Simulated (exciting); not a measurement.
Consider BaTiO3, space group P4/mmm.

```xyz
5
Lattice="3.9998 0.0000 0.0000 0.0000 3.9998 0.0000 0.0000 0.0000 4.0180" Properties=species:S:1:pos:R:3 pbc="T T T"
Ba    0.0000    0.0000    0.0000
Ti    1.9999    1.9999    2.0090
O     0.0000    1.9999    2.0090
O     1.9999    0.0000    2.0090
O     1.9999    1.9999    0.0000
```

Absorber: atom 2, with 6 O at 2.00 Å (octahedral, site symmetry 4/mmm). Method: exciting, all-electron LAPW+lo, LDA, spinor conduction states, exchange and screened direct term (singlet BSE), 2×2×2 shifted k points, 16 conduction spinor bands, |G+q| up to 4.5 bohr⁻¹ (4.9 in the exchange term), full RPA screening with nempty = 65, Lorentzian half width 0.25 eV.

**Question.** Predict the Ti L₂,₃ near-edge structure at this level.

Bound core exciton? Yes on this mesh: the first bright state (over 5 % of the brightest) lies at -2.25 eV from the Kohn–Sham onset and at -2.72 eV from the lowest bare transition of its own mesh; weaker or dark states reach down to -2.95 eV. Maxima (height): -2.2 eV (0.59), -0.2 eV (1.00), 3.4 eV (0.76) and 5.4 eV (0.86).

Energy from the Kohn–Sham onset, core level to the lowest empty state found on the meshes used; Im ε in relative units:

| E (eV) | Im ε |
| --- | --- |
| -4.50 | 0.01 |
| -4.25 | 0.02 |
| -4.00 | 0.02 |
| -3.75 | 0.03 |
| -3.50 | 0.04 |
| -3.25 | 0.05 |
| -3.00 | 0.09 |
| -2.75 | 0.16 |
| -2.50 | 0.31 |
| -2.25 | 0.58 |
| -2.00 | 0.36 |
| -1.75 | 0.18 |
| -1.50 | 0.14 |
| -1.25 | 0.17 |
| -1.00 | 0.26 |
| -0.75 | 0.42 |
| -0.50 | 0.68 |
| -0.25 | 0.93 |
| 0.00 | 0.91 |
| 0.25 | 0.47 |
| 0.50 | 0.26 |
| 0.75 | 0.16 |
| 1.00 | 0.10 |
| 1.25 | 0.07 |
| 1.50 | 0.06 |
| 1.75 | 0.06 |
| 2.00 | 0.06 |
| 2.25 | 0.07 |
| 2.50 | 0.08 |
| 2.75 | 0.12 |
| 3.00 | 0.23 |
| 3.25 | 0.52 |
| 3.50 | 0.75 |
| 3.75 | 0.42 |
| 4.00 | 0.22 |
| 4.25 | 0.18 |
| 4.50 | 0.23 |
| 4.75 | 0.39 |
| 5.00 | 0.60 |
| 5.25 | 0.77 |
| 5.50 | 0.79 |
| 5.75 | 0.44 |

With 8 k points the binding energies are rough, and the weak maxima beyond the white lines are largely noise of the mesh. The multiplet shape isn't converged in the kernel cutoffs, and the cutoff of the direct term wasn't varied. Measured L₃ and L₂ lines of such d⁰ ions are about equally strong. The zero comes from the unshifted 4×4×4 ground-state mesh; it is exact only where the band minimum lies on that mesh. The structure is a published determination, not relaxed.

[Banner, clock and machine lines of the logs are left out without a mark of their own.]

[Logs are printed without paths, hosts, clocks, repeated set-up lines and the standing remarks that a program may print on its own settings, such as how far it seeks lower states.]

[Hosts, paths, dates, database ids (printed as entryN), source tags and the programs' standing remarks are cut or masked in the printed files.]
